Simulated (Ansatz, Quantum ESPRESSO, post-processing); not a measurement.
# Work function of Ba(100), 5 layers, one monolayer of Au on top sites, part 6 of 7

How much energy does it take to lift an electron out of Ba(100), 5 layers, one monolayer of Au on top sites, and how far do the settings matter?

Quantum ESPRESSO 7.5; plane-wave DFT, PBE, GBRV ultrasoft pseudopotentials; geometry and cross-check by Ansatz 0.2.0 with PAW datasets.

So far. Step 9 (Self-consistent run: rev-vdW-DF2, GBRV ultrasoft): The upper face goes from 5.341 eV (PBE, GBRV) to 5.565 eV, a change of +0.225 eV. Step 10 (SCF with pw.x: LDA, GBRV ultrasoft): The upper face goes from 5.341 eV (PBE, GBRV) to 5.617 eV, a change of +0.276 eV.

### Step 11. Self-consistent run: RPBE, GBRV ultrasoft

Level of this step: plane-wave DFT, RPBE, GBRV ultrasoft pseudopotentials made under PBE (Quantum ESPRESSO 7.5). input_dft overrides the functional of the files.

The input, gbrv-rpbe.in:

```
&control
  prefix = 'gbrv-rpbe'
  outdir = './out'
  pseudo_dir = './pseudo'
  calculation = 'scf'
  tprnfor = .true.
/
&system
  ibrav = 0
  nat = 6
  ntyp = 2
  ecutwfc = 40
  ecutrho = 200
  input_dft = 'rpbe'
  occupations = 'smearing'
  smearing = 'mv'
  degauss = 0.02
  assume_isolated = 'esm'
  esm_bc = 'bc1'
/
&electrons
  conv_thr = 1e-07
  mixing_beta = 0.4
  electron_maxstep = 120
  mixing_mode = 'local-TF'
/
ATOMIC_SPECIES
  Ba  137.3270  ba_pbe_v1.uspp.F.UPF
  Au  196.9666  au_pbe_v1.uspp.F.UPF
CELL_PARAMETERS angstrom
  5.02000000000000 0.00000000000000 0.00000000000000
  0.00000000000000 5.02000000000000 0.00000000000000
  0.00000000000000 0.00000000000000 29.04000000000000
ATOMIC_POSITIONS crystal
  Ba  0.000000000000 0.000000000000 -0.234529297158
  Ba  0.500000000000 0.500000000000 -0.148096790258
  Ba  0.000000000000 0.000000000000 -0.061664283358
  Ba  0.500000000000 0.500000000000 0.026960693908
  Ba  0.000000000000 0.000000000000 0.137987995220
  Au  0.000000000000 0.000000000000 0.234529297158
K_POINTS automatic
  6 6 1 0 0 0
```

Run with:

```sh
> OMP_NUM_THREADS=1 mpirun -n 4 pw.x -nk 2 -in gbrv-rpbe.in > gbrv-rpbe.out
```

The program printed:

```text
[banner, memory and clock lines left out]
Program PWSCF v.7.5 starts
[citation notice left out]

[...]
Message from routine setup:
[...]
bravais-lattice index     =            0
     lattice parameter (alat)  =       9.4864  a.u.
     unit-cell volume          =    4938.5636 (a.u.)^3
     number of atoms/cell      =            6
     number of atomic types    =            2
     number of electrons       =        61.00
     number of Kohn-Sham states=           37
     kinetic-energy cutoff     =      40.0000  Ry
     charge density cutoff     =     200.0000  Ry
     scf convergence threshold =      1.0E-07
     mixing beta               =       0.4000
     number of iterations used =            8  local-TF  mixing
     Exchange-correlation= RPBE
                           (   1   4  44   4   0   0   0)

     Effective Screening Medium Method
     Boundary Conditions: Vacuum-Slab-Vacuum
     total charge in unit cell        =   0.0000
     grid points for fit at edges     =        4

[...]
PseudoPot. # 1 for Ba read from file:
     ./pseudo/ba_pbe_v1.uspp.F.UPF
     Pseudo is Ultrasoft + core correction, Zval = 10.0
     Generated by new atomic code, or converted to UPF format
     Using radial grid of  907 points,  7 beta functions with:
                l(1) =   0
                l(2) =   0
                l(3) =   1
                l(4) =   1
                l(5) =   2
                l(6) =   2
                l(7) =   3
     Q(r) pseudized with  6 coefficients,  rinner =    1.700   1.700   1.700
                                                       1.700   1.700   1.700
                                                       1.700

     PseudoPot. # 2 for Au read from file:
     ./pseudo/au_pbe_v1.uspp.F.UPF
     Pseudo is Ultrasoft + core correction, Zval = 11.0
     Generated by new atomic code, or converted to UPF format
     Using radial grid of  985 points,  7 beta functions with:
                l(1) =   0
                l(2) =   0
                l(3) =   1
                l(4) =   1
                l(5) =   2
                l(6) =   2
                l(7) =   3
     Q(r) pseudized with  6 coefficients,  rinner =    1.900   1.900   1.900
                                                       1.900   1.900   1.900
                                                       1.900

     atomic species   valence    mass     pseudopotential
     Ba               10.00   137.32700     Ba( 1.00)
     Au               11.00   196.96660     Au( 1.00)

      8 Sym. Ops. (no inversion) found

[...]
number of k points=    10  Marzari-Vanderbilt smearing, width (Ry)=  0.0200
[...]
Dense  grid:   236071 G-vectors     FFT dimensions: (  45,  45, 250)

     Smooth grid:   168565 G-vectors     FFT dimensions: (  40,  40, 225)

     Check: negative core charge=   -0.000003

     Initial potential from superposition of free atoms

     starting charge      60.9249, renormalised to      61.0000

     negative rho (up, down):  4.764E-01 0.000E+00
     Starting wfcs are   74 randomized atomic wfcs

     per-process dynamical memory:   141.5 Mb

     Self-consistent Calculation

     iteration #  1     ecut=    40.00 Ry     beta= 0.40
     Davidson diagonalization with overlap
     ethr =  1.00E-02,  avg # of iterations =  1.1

     negative rho (up, down):  4.648E-01 0.000E+00

     total energy              =    -466.58801670 Ry
     estimated scf accuracy    <       1.43533364 Ry

     iteration #  2     ecut=    40.00 Ry     beta= 0.40
[...]
negative rho (up, down):  4.405E-01 0.000E+00

[...]
total energy              =    -466.53012985 Ry
     estimated scf accuracy    <       0.74342399 Ry

     iteration #  3     ecut=    40.00 Ry     beta= 0.40
[...]
negative rho (up, down):  4.457E-01 0.000E+00

[...]
total energy              =    -466.57394196 Ry
     estimated scf accuracy    <       0.10289106 Ry

     iteration #  4     ecut=    40.00 Ry     beta= 0.40
[...]
negative rho (up, down):  4.496E-01 0.000E+00

[...]
total energy              =    -466.60710331 Ry
     estimated scf accuracy    <       0.03625302 Ry

     iteration #  5     ecut=    40.00 Ry     beta= 0.40
[...]
c_bands:  1 eigenvalues not converged
[...]
negative rho (up, down):  4.450E-01 0.000E+00

[...]
total energy              =    -466.61143373 Ry
     estimated scf accuracy    <       0.17998758 Ry

     iteration #  6     ecut=    40.00 Ry     beta= 0.40
[...]
c_bands:  1 eigenvalues not converged
     c_bands:  2 eigenvalues not converged
     c_bands:  2 eigenvalues not converged
[...]
negative rho (up, down):  4.468E-01 0.000E+00

[...]
total energy              =    -466.62108945 Ry
     estimated scf accuracy    <       0.15584410 Ry

[...]
iteration # 28     ecut=    40.00 Ry     beta= 0.40
[...]
negative rho (up, down):  4.424E-01 0.000E+00

[...]
total energy              =    -466.62388173 Ry
     estimated scf accuracy    <       0.00000070 Ry

     iteration # 29     ecut=    40.00 Ry     beta= 0.40
[...]
negative rho (up, down):  4.424E-01 0.000E+00

[...]
total energy              =    -466.62388586 Ry
     estimated scf accuracy    <       0.00000033 Ry

     iteration # 30     ecut=    40.00 Ry     beta= 0.40
[...]
negative rho (up, down):  4.424E-01 0.000E+00

[...]
total energy              =    -466.62388711 Ry
     estimated scf accuracy    <       0.00000016 Ry

     iteration # 31     ecut=    40.00 Ry     beta= 0.40
[...]
negative rho (up, down):  4.424E-01 0.000E+00

[...]
End of self-consistent calculation

          k = 0.0000 0.0000 0.0000 ( 21211 PWs)   bands (ev):

   -33.3380 -32.9948 -32.7184 -32.7093 -32.6143 -18.5249 -18.4156 -18.4156
   -18.1618 -18.1229 -18.1229 -17.9274 -17.9242 -17.9242 -17.8549 -17.8526
   -17.8526 -17.7560 -17.6826 -17.6826  -6.4170  -6.2386  -6.2386  -6.2324
    -5.8554  -5.7526  -5.7483  -5.2359  -4.6547  -4.1923  -4.1138  -4.0382
    -3.6401  -3.0364  -2.9141  -2.2627  -2.0106

          k = 0.0000 0.1667 0.0000 ( 21161 PWs)   bands (ev):

   -33.3373 -32.9939 -32.7177 -32.7080 -32.6146 -18.5252 -18.4364 -18.4121
   -18.1649 -18.1493 -18.1166 -17.9435 -17.9231 -17.9172 -17.8867 -17.8487
   -17.8470 -17.7401 -17.6957 -17.6918  -6.3841  -6.2524  -6.2376  -6.0247
    -5.8409  -5.7602  -5.5668  -5.1095  -4.5505  -4.0930  -3.9666  -3.8882
    -3.5671  -3.0565  -2.9255  -2.5000  -2.3625

[...]
the Fermi energy is    -3.7389 ev

!    total energy              =    -466.62388450 Ry
     estimated scf accuracy    <       0.00000007 Ry
     smearing contrib. (-TS)   =      -0.00379861 Ry
     internal energy E=F+TS    =    -466.62008590 Ry

     The total energy is F=E-TS. E is the sum of the following terms:
     one-electron contribution =    5260.48543520 Ry
     hartree contribution      =   -2631.04381838 Ry
     xc contribution           =    -200.44853199 Ry
     ewald contribution        =   -2895.61317072 Ry

     convergence has been achieved in  31 iterations

     negative rho (up, down):  4.424E-01 0.000E+00

     Forces acting on atoms (cartesian axes, Ry/au):

     atom    1 type  1   force =     0.00000000    0.00000000   -0.00660243
     atom    2 type  1   force =     0.00000000    0.00000000    0.00615336
     atom    3 type  1   force =     0.00000000    0.00000000   -0.00349065
     atom    4 type  1   force =     0.00000000    0.00000000    0.00082569
     atom    5 type  1   force =     0.00000000    0.00000000   -0.00748315
     atom    6 type  2   force =     0.00000000    0.00000000    0.01083560

     Total force =     0.016362     Total SCF correction =     0.000703

[...]
```

The job ended after 5.6 min (4 MPI ranks of Intel Xeon Platinum 8259CL at 2.50GHz (Skylake/Cascade Lake), shared host; peak memory 2 GiB; 22 min of CPU time).

Read from the output:

| Property | Result |
| --- | --- |
| free energy | -6348.7414 eV |
| Fermi energy | -3.739 eV |
| vacuum line at the lower end of the cell, over the Fermi level | 2.254 eV |
| vacuum line at the upper end of the cell, over the Fermi level | 5.223 eV |

The potential energy, planar mean oscillates, so the rows of the table below give means over windows of 2.56 Å about each position, cut where the curve ends. Its maxima inside the range that stand out by 2 % of the span (Å: eV): -5.6: -0.780, -3.0: -0.698, -0.6: -0.657, 2.3: 0.913, 6.8: 3.51. Its minima: -6.7: -3.83, -4.3: -3.33, -1.9: -3.43, 0.7: -3.71, 4.0: -4.06, 7.3: 3.24.

Electrostatic potential energy of an electron; zero at the Fermi level. Potential energy, planar mean against z; means over each step:

```csv
z (Å),"potential energy, planar mean (eV)"
-13.24,2.25
-10.68,2.20
-8.12,-0.251
-5.56,-2.37
-3.00,-2.23
-0.44,-2.28
2.12,-0.907
4.68,-1.10
7.24,3.71
9.80,5.20
12.36,5.22
```

The upper face goes from 5.341 eV (PBE, GBRV) to 5.223 eV, a change of -0.117 eV.

### Step 12. All levels side by side

All levels:

```csv
level,upper face (eV),lower face (eV),dipole (e Å),CPU time (s)
"QE PBE GBRV, sawtooth",5.33,2.362,-0.4131,1420
"QE PBE GBRV, ESM bc1",5.341,2.35,-,1505
"QE rev-vdW-DF2 GBRV ultrasoft, ESM bc1",5.565,2.552,-,1910
"QE LDA GBRV ultrasoft, ESM bc1",5.617,2.525,-,2093
"QE RPBE GBRV ultrasoft, ESM bc1",5.223,2.254,-,1344
"Ansatz PBE PAW, sawtooth (time of the whole relaxation)",5.336,2.361,-0.4144,394.4
```

The times are CPU seconds on a shared host; the codes use unlike cutoffs, datasets and smearings, so their times compare unlike work.

(Part 6 of 7 ends here.)

[Logs are printed without paths, hosts, clocks, repeated set-up lines and the standing remarks that a program may print on its own settings, such as how far it seeks lower states.]

[Hosts, paths, dates, database ids (printed as entryN), source tags and the programs' standing remarks are cut or masked in the printed files.]

[Maps of the electrostatic potential energy from Ansatz leave out the sawtooth potential of an applied field or a dipole correction, so their vacuum need not be flat; planar profiles and work functions include it.]
